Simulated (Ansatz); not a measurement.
# How fast states decay through Na3SBr

Aim: relax a made-up compound, Na3SBr, and see how good a tunnel barrier it would be. It is built by putting S for O in the Na3BrO structure of space group Pm-3m, with the volume rescaled by atomic radii. The parent structure comes from the Materials Project.

Main program and level: Ansatz 0.2.0; r2SCAN DFT, plane waves, PAW files, in the first sound run; inputs show where later runs differ.

Report form: the programs' logs are mostly left out.

The structure was built from a prototype and need not be the compound's stable phase.

### 1. Starting point

The structure is cubic, space group Pm-3m (No. 221). Conventional cell: a = 4.649 Å, b = 4.649 Å, c = 4.649 Å, α = 90.00°, β = 90.00°, γ = 90.00°. Na has 2 S at 2.32 Å and 8 Na at 3.29 Å and 4 Br at 3.29 Å nearest. Br has 12 Na at 3.29 Å nearest. Nearest to S lie 6 Na at 2.32 Å. It derives from Na3BrO. S for O in the Na3BrO structure of space group Pm-3m. Farther neighbours and most contacts between anions are not listed.

Coordinates:

```cif
data_structure
_symmetry_space_group_name_H-M 'P 1'
_symmetry_Int_Tables_number 1
_cell_length_a 4.6493
_cell_length_b 4.6493
_cell_length_c 4.6493
_cell_angle_alpha 90.000
_cell_angle_beta 90.000
_cell_angle_gamma 90.000
_cell_volume 100.50
loop_
_atom_site_label
_atom_site_type_symbol
_atom_site_fract_x
_atom_site_fract_y
_atom_site_fract_z
_atom_site_occupancy
Na1 Na 0.00000 0.50000 0.50000 1
Na2 Na 0.50000 0.00000 0.50000 1
Na3 Na 0.50000 0.50000 0.00000 1
Br4 Br 0.00000 0.00000 0.00000 1
S5 S 0.50000 0.50000 0.50000 1
```

### 2. Relaxing the new crystal

The substituted atoms don't fit the parent's cell, so cell and atoms relax together. A small smearing keeps the run stable in case the gap closes on the way.

Input file input.yaml:

```yaml
crystal:
  lattice:
    - [4.6492738905, 0.0, 0.0]
    - [0.0, 4.6492738905, 0.0]
    - [0.0, 0.0, 4.6492738905]
  atoms:
    - { symbol: Na, position: [0.0, 0.5, 0.5] }
    - { symbol: Na, position: [0.5, 0.0, 0.5] }
    - { symbol: Na, position: [0.5, 0.5, 0.0] }
    - { symbol: Br, position: [0.0, 0.0, 0.0] }
    - { symbol: S, position: [0.5, 0.5, 0.5] }
kpoints:
  mp_grid: { grid: [6, 6, 6] }
scf:
  occupations: { method: gaussian, width: 0.03 }
hamiltonian:
  xc: r2scan
output:
  forces: true
  stress: true
relax:
  f_tol: 0.02
  max_steps: 60
  cell: {}
```

Started as:

```console
ansatz run input.yaml --threads 2 --pin off --max-ram 4096MiB --backend cpu --events-out ev --progress --plain --runs-dir out
```

Elapsed: 18 s, on 2 threads of Arm Neoverse V2, shared host; peak memory 0.69 GiB.

The steps of the relaxation:

| step | energy less that of the first step (eV) | largest force component (eV/Å) | pressure (GPa) | volume (Å³) |
| --- | --- | --- | --- | --- |
| 1 | 0.0000 | 0.0000 | 15.31 | 100.50 |
| 2 | -1.0167 | 0.0000 | 6.48 | 116.16 |
| 3 | -1.3889 | 0.0000 | 1.97 | 131.12 |
| 4 | -1.4456 | 0.0000 | 0.47 | 138.90 |
| 5 | -1.4496 | 0.0000 | 0.01 | 141.83 |
| 6* | -1.4572 | 0.0000 | 0.02 | 141.83 |

Relaxation steps marked * repeat the geometry before them on a plane-wave basis chosen anew for their cell, so energy and pressure can jump there.

The run keeps the 48 symmetry operations that it works with, so distortions that break them were not tested.

| cell as run | before | after | change |
| --- | --- | --- | --- |
| a (Å) | 4.649 | 5.215 | +12.2 % |
| b (Å) | 4.649 | 5.215 | +12.2 % |
| c (Å) | 4.649 | 5.215 | +12.2 % |
| volume (Å³/atom) | 20.10 | 28.37 | +41.1 % |

This step gave:

* free energy: -8171.2824 eV
* Fermi energy: 2.366 eV
* pressure: 0.02464 GPa

The largest force component on a free atom ends at 7.4e-30 eV/Å.

### 3. The bulk crystal and its band edges

The energy window and the wavevectors of the next steps follow from the band edges, so these are searched first, off the mesh as well.

Input file input.yaml:

```yaml
crystal:
  lattice:
    - [5.2149616032, 0.0, 0.0]
    - [0.0, 5.2149616032, 0.0]
    - [0.0, 0.0, 5.2149616032]
  atoms:
    - { symbol: Na, position: [0.0, 0.5, 0.5] }
    - { symbol: Na, position: [0.5, 0.0, 0.5] }
    - { symbol: Na, position: [0.5, 0.5, 0.0] }
    - { symbol: Br, position: [0.0, 0.0, 0.0] }
    - { symbol: S, position: [0.5, 0.5, 0.5] }
kpoints:
  mp_grid: { grid: [6, 6, 6] }
  band_path: { path: [VBM, CBM], npoints: 30 }
scf:
  occupations: { method: fixed }
hamiltonian:
  xc: r2scan
output:
  eigenvalues: true
  write_potential: true
  write_density: true
  volumetric_format: npy
```

The job ended after 11 s (2 threads; peak memory 0.6 GiB; 21 s of CPU time).

This step gave:

```yaml
fermi_energy: 0.8089 eV
gap_on_the_k_mesh: 3.114 eV
gap_on_path: 3.114 eV, by band count; negative where bands overlap
direct_gap_on_path: 3.114 eV
edge_places_on_path: 0, 0 1/A along the path
```

Levels at VBM (eV): -1.37, -1.37, -1.37, 0.00, 0.00, 0.00, 3.11, 5.74, 5.74.

The searched edges give 3.11 eV, as on the mesh.

### 4. Decaying states in the gap, plane (110), k-mesh 6×6×6

This step: r2SCAN DFT, plane waves, PAW files; complex bands by layer matching along the plane's normal (Ansatz 0.2.0).

The same crystal is laid in a cell whose first two vectors span the (110) plane (indices of the standard conventional cell, whose axes can be ordered otherwise than in the bulk input). At fixed energy and wavevector in the plane the solver finds all kz, real and complex. A few wavevectors are listed, (0, 0) and (0.5, 0) in units of the plane's reciprocal vectors; the slowest state needn't be among them.

Input file input.yaml:

```yaml
crystal:
  lattice:
    - [5.214961603, 0.0, 0.0]
    - [0.0, 7.375069427, 0.0]
    - [0.0, 3.687534713, 3.687534713]
  atoms:
    - { symbol: Na, position: [0.5, 0.5, 0.5] }
    - { symbol: Na, position: [0.5, 0.0, 0.5] }
    - { symbol: Na, position: [0.0, 0.5, 0.0] }
    - { symbol: Br, position: [0.0, 0.0, 0.0] }
    - { symbol: S, position: [0.5, 0.5, 0.0] }
kpoints:
  mp_grid: { grid: [6, 6, 6] }
scf:
  occupations: { method: fixed }
hamiltonian:
  xc: r2scan
output:
  eigenvalues: true
  transmission:
    leads: [[0, 0]]
    kpoints: [[0.0, 0.0], [0.5, 0.0]]
    e_range: [-1.0, 4.11]
    de: 0.1
```

Run time: 2 min. Hardware: 2 threads; peak memory 1.4 GiB; 3.5 min of CPU time.

This step gave:

* level to which the leads are filled: 1.557 eV from the Fermi level
* decay constant at the filling level, zone centre: 0.2782 Å⁻¹
* decay constant at the filling level, slowest listed point: 0.2782 Å⁻¹

K parallel (0, 0); values up to 1.5 1/Å, a degenerate pair printed once or twice; energies at which all values exceed this have no row. Table of Im kz of the slowest decaying states by energy, zero at the highest filled level on the SCF mesh:

| energy (eV) | decay 1 (Å⁻¹) | decay 2 (Å⁻¹) | decay 3 (Å⁻¹) | decay 4 (Å⁻¹) |
| --- | --- | --- | --- | --- |
| -1.0000 | 0.233 | 0.401 | 0.427 | 0.880 |
| -0.8000 | 0.215 | 0.458 | 0.478 | 0.798 |
| -0.5000 | 0.0888 | 0.429 | 0.573 | 0.610 |
| -0.3000 | 0.351 | 0.360 | 0.640 | 0.868 |
| 0.0000 | 0.00396 | 0.00684 | 0.00763 | 0.242 |
| 0.2000 | 0.159 | 0.311 | 0.366 | 0.374 |
| 0.5000 | 0.226 | 0.370 | 0.481 | 0.497 |
| 0.7000 | 0.251 | 0.395 | 0.513 | 0.547 |
| 1.0000 | 0.272 | 0.420 | 0.540 | 0.592 |
| 1.2000 | 0.279 | 0.431 | 0.551 | 0.605 |
| 1.5000 | 0.280 | 0.441 | 0.560 | 0.618 |
| 1.7000 | 0.275 | 0.444 | 0.562 | 0.623 |
| 2.0000 | 0.261 | 0.443 | 0.561 | 0.627 |
| 2.2000 | 0.246 | 0.441 | 0.558 | 0.627 |
| 2.5000 | 0.213 | 0.433 | 0.550 | 0.624 |
| 2.7000 | 0.180 | 0.425 | 0.543 | 0.620 |
| 3.0000 | 0.0993 | 0.410 | 0.529 | 0.613 |
| 3.2000 | 0.397 | 0.518 | 0.606 | 0.627 |
| 3.5000 | 0.374 | 0.498 | 0.594 | 0.595 |
| 3.7000 | 0.355 | 0.483 | 0.571 | 0.584 |
| 4.0000 | 0.320 | 0.456 | 0.534 | 0.568 |

K parallel (0.5, 0); values up to 1.5 1/Å, a degenerate pair printed once or twice; energies at which all values exceed this have no row. The Im kz of the slowest decaying states by energy, zero at the highest filled level on the SCF mesh:

| energy (eV) | decay 1 (Å⁻¹) | decay 2 (Å⁻¹) | decay 3 (Å⁻¹) | decay 4 (Å⁻¹) |
| --- | --- | --- | --- | --- |
| -1.0000 | 0.109 | 0.196 | 0.224 | 0.355 |
| -0.8000 | 0.0518 | 0.145 | 0.169 | 0.300 |
| -0.5000 | 0.310 | 0.591 | 1.44 | - |
| -0.3000 | 0.144 | 0.232 | 0.634 | 1.42 |
| 0.0000 | 0.211 | 0.285 | 0.296 | 0.680 |
| 0.2000 | 0.301 | 0.334 | 0.407 | 0.703 |
| 0.5000 | 0.373 | 0.385 | 0.506 | 0.730 |
| 0.7000 | 0.405 | 0.409 | 0.551 | 0.744 |
| 1.0000 | 0.436 | 0.439 | 0.601 | 0.761 |
| 1.2000 | 0.450 | 0.456 | 0.628 | 0.769 |
| 1.5000 | 0.464 | 0.475 | 0.659 | 0.779 |
| 1.7000 | 0.471 | 0.484 | 0.676 | 0.784 |
| 2.0000 | 0.477 | 0.494 | 0.697 | 0.791 |
| 2.2000 | 0.479 | 0.499 | 0.709 | 0.794 |
| 2.5000 | 0.478 | 0.503 | 0.723 | 0.800 |
| 2.7000 | 0.476 | 0.503 | 0.732 | 0.804 |
| 3.0000 | 0.469 | 0.502 | 0.743 | 0.814 |
| 3.2000 | 0.463 | 0.500 | 0.749 | 0.827 |
| 3.5000 | 0.451 | 0.495 | 0.759 | 0.871 |
| 3.7000 | 0.440 | 0.490 | 0.766 | 0.851 |
| 4.0000 | 0.420 | 0.480 | 0.777 | 0.818 |

At the listed wavevectors the last open channel is at -0.10 eV and the next at +3.20 eV on the grid. At +1.60 eV, the grid energy nearest the filling level (the middle of the gap on the SCF mesh), the slowest state at the listed wavevectors decays with κ = 0.278 Å⁻¹, its amplitude falling by e over 3.6 Å. Through 1 nm of this crystal that state's transmission falls by exp(−2 × 0.278 Å⁻¹ × 10 Å) = 0.0038.

### 5. Decay over the two-dimensional zone

The listed points could miss the slowest state, so one energy near mid-gap is solved on a mesh of 10×10.

input.yaml, as its differences from that of step 4:

```diff
@@ -19,6 +19,2 @@
   eigenvalues: true
-  transmission:
-    leads: [[0, 0]]
-    kpoints: [[0.0, 0.0], [0.5, 0.0]]
-    e_range: [-1.0, 4.11]
-    de: 0.1
+  transmission: { leads: [[0, 0]], kmesh: [10, 10], e_range: [1.56, 1.57], de: 0.05 }
```

Elapsed: 3.1 min, on 2 threads; peak memory 1.5 GiB.

Numbers from this step:

- least decay constant on the mesh: 0.279 Å⁻¹

Slowest decay constant (1/Å; 0 where a channel is open) over k1 and k2. At 1.5600 eV from the Fermi level.

Ten even steps from '_' (0.279) to '@' (0.502):
```
####%%@@##==##@@%%##
####%%%%++--++%%%%##
%%%%%%%%--..--%%%%%%
%%%%%%%%::__::%%%%%%
%%%%%%%%..__..%%%%%%
%%%%%%%%::__::%%%%%%
%%%%%%%%--..--%%%%%%
####%%%%++--++%%%%##
####%%@@##==##@@%%##
####%%@@@@++@@@@%%##
```
Columns: k1 (b1) from -0.5 to 0.4; rows upwards: k2 (b2) from -0.5 to 0.4.

The least value on the mesh is 0.279 Å⁻¹ at +1.56 eV. At that energy the listed points give about 0.279 Å⁻¹ by interpolation, so the mesh holds no clearly slower state.

### 6. Complex bands, plane (111), k-mesh 8×8×8

The same for the (111) plane, at (0, 0) and (0.5, 0), to see how the decay depends on direction.

Input file input.yaml:

```yaml
crystal:
  lattice:
    - [7.375069427, 0.0, 0.0]
    - [3.687534713, 6.386997478, 0.0]
    - [3.687534713, 2.128999159, 3.010859485]
  atoms:
    - { symbol: Na, position: [0.5, 0.5, 0.0] }
    - { symbol: Na, position: [0.0, 0.5, 0.0] }
    - { symbol: Na, position: [0.5, 0.0, 0.0] }
    - { symbol: Br, position: [0.0, 0.0, 0.0] }
    - { symbol: S, position: [0.5, 0.5, 0.5] }
kpoints:
  mp_grid: { grid: [8, 8, 8] }
scf:
  occupations: { method: fixed }
hamiltonian:
  xc: r2scan
output:
  eigenvalues: true
  transmission:
    leads: [[0, 0]]
    kpoints: [[0.0, 0.0], [0.5, 0.0]]
    e_range: [-1.0, 4.11]
    de: 0.1
```

Wall time 2.8 min (2 threads); peak memory 2 GiB; 5.7 min of CPU time.

Numbers from this step:

| Property | Result |
| --- | --- |
| decay constant at the filling level, zone centre | 0.2731 Å⁻¹ |
| decay constant at the filling level, slowest listed point | 0.2731 Å⁻¹ |

K parallel (0, 0); values up to 1.5 1/Å, a degenerate pair printed once or twice; energies at which all values exceed this have no row. Table of Im kz of the slowest decaying states by energy, zero at the highest filled level on the SCF mesh:

| energy (eV) | decay 1 (Å⁻¹) | decay 2 (Å⁻¹) | decay 3 (Å⁻¹) | decay 4 (Å⁻¹) |
| --- | --- | --- | --- | --- |
| -1.0000 | 0.179 | 0.206 | 0.320 | 0.496 |
| -0.8000 | 0.134 | 0.207 | 0.230 | 0.571 |
| -0.5000 | 0.149 | 0.663 | 0.933 | 1.22 |
| -0.3000 | 0.784 | 1.21 | - | - |
| 0.0000 | 0.00407 | 0.00751 | 0.233 | 0.751 |
| 0.2000 | 0.157 | 0.284 | 0.429 | 0.733 |
| 0.5000 | 0.222 | 0.331 | 0.567 | 0.746 |
| 0.7000 | 0.245 | 0.353 | 0.599 | 0.761 |
| 1.0000 | 0.266 | 0.377 | 0.620 | 0.779 |
| 1.2000 | 0.273 | 0.388 | 0.627 | 0.787 |
| 1.5000 | 0.274 | 0.400 | 0.630 | 0.794 |
| 1.7000 | 0.271 | 0.405 | 0.629 | 0.796 |
| 2.0000 | 0.258 | 0.410 | 0.623 | 0.796 |
| 2.2000 | 0.243 | 0.411 | 0.616 | 0.793 |
| 2.5000 | 0.211 | 0.410 | 0.604 | 0.787 |
| 2.7000 | 0.180 | 0.408 | 0.594 | 0.781 |
| 3.0000 | 0.0992 | 0.402 | 0.576 | 0.770 |
| 3.2000 | 0.397 | 0.562 | 0.761 | 0.838 |
| 3.5000 | 0.387 | 0.539 | 0.746 | 0.804 |
| 3.7000 | 0.379 | 0.521 | 0.734 | 0.782 |
| 4.0000 | 0.365 | 0.491 | 0.715 | 0.748 |

K parallel (0.5, 0); values up to 1.5 1/Å, a degenerate pair printed once or twice; energies at which all values exceed this have no row. The Im kz of the slowest decaying states by energy, zero at the highest filled level on the SCF mesh:

| energy (eV) | decay 1 (Å⁻¹) | decay 2 (Å⁻¹) | decay 3 (Å⁻¹) | decay 4 (Å⁻¹) |
| --- | --- | --- | --- | --- |
| -1.0000 | 0.122 | 0.297 | 0.453 | 0.505 |
| -0.8000 | 0.0570 | 0.254 | 0.480 | 0.631 |
| -0.5000 | 0.157 | 0.380 | 0.485 | 0.631 |
| -0.3000 | 0.0219 | 0.254 | 0.258 | 0.594 |
| 0.0000 | 0.187 | 0.195 | 0.398 | 0.431 |
| 0.2000 | 0.260 | 0.261 | 0.521 | 0.528 |
| 0.5000 | 0.313 | 0.315 | 0.588 | 0.671 |
| 0.7000 | 0.336 | 0.337 | 0.609 | 0.687 |
| 1.0000 | 0.360 | 0.360 | 0.627 | 0.701 |
| 1.2000 | 0.370 | 0.371 | 0.634 | 0.706 |
| 1.5000 | 0.380 | 0.382 | 0.638 | 0.709 |
| 1.7000 | 0.384 | 0.386 | 0.637 | 0.708 |
| 2.0000 | 0.385 | 0.389 | 0.632 | 0.704 |
| 2.2000 | 0.384 | 0.389 | 0.626 | 0.699 |
| 2.5000 | 0.378 | 0.385 | 0.613 | 0.690 |
| 2.7000 | 0.372 | 0.380 | 0.603 | 0.682 |
| 3.0000 | 0.360 | 0.370 | 0.585 | 0.667 |
| 3.2000 | 0.349 | 0.361 | 0.570 | 0.656 |
| 3.5000 | 0.329 | 0.343 | 0.545 | 0.638 |
| 3.7000 | 0.311 | 0.328 | 0.525 | 0.624 |
| 4.0000 | 0.278 | 0.298 | 0.492 | 0.600 |

At the listed wavevectors the last open channel is at -0.10 eV and the next at +3.20 eV on the grid. At +1.60 eV, the grid energy nearest the filling level (the middle of the gap on the SCF mesh), the slowest state at the listed wavevectors decays with κ = 0.273 Å⁻¹, its amplitude falling by e over 3.7 Å; the first such run, plane (110), gave 0.278 Å⁻¹.

### 7. What came out

```
band gap                                         : 3.11 eV
least decay constant at mid-gap, normal to (110) : 0.278 Å⁻¹
least decay constant at mid-gap, normal to (111) : 0.273 Å⁻¹
least decay constant on a mesh, normal to (110)  : 0.279 Å⁻¹
```

With r2SCAN, the slowest decay at the wavevectors tried is κ = 0.273 Å⁻¹, normal to (111). Through such a film the transmission near mid-gap falls as exp(−2κd), a factor of ten every 4.2 Å. The directions tried decay at nearly the same rate. A free electron under a barrier of half the gap would need a mass of 0.18 mₑ to decay at this rate. The compound is made up by substitution; its stability against other phases and against distortions of the cell's symmetry was not tested. r2SCAN still narrows gaps, if less than LDA and GGA do, so real decay constants are likely larger.

[Logs are printed without paths, hosts, clocks, repeated set-up lines and the standing remarks that a program may print on its own settings, such as how far it seeks lower states.]

[Hosts, paths, dates, database ids (printed as entryN), source tags and the programs' standing remarks are cut or masked in the printed files.]
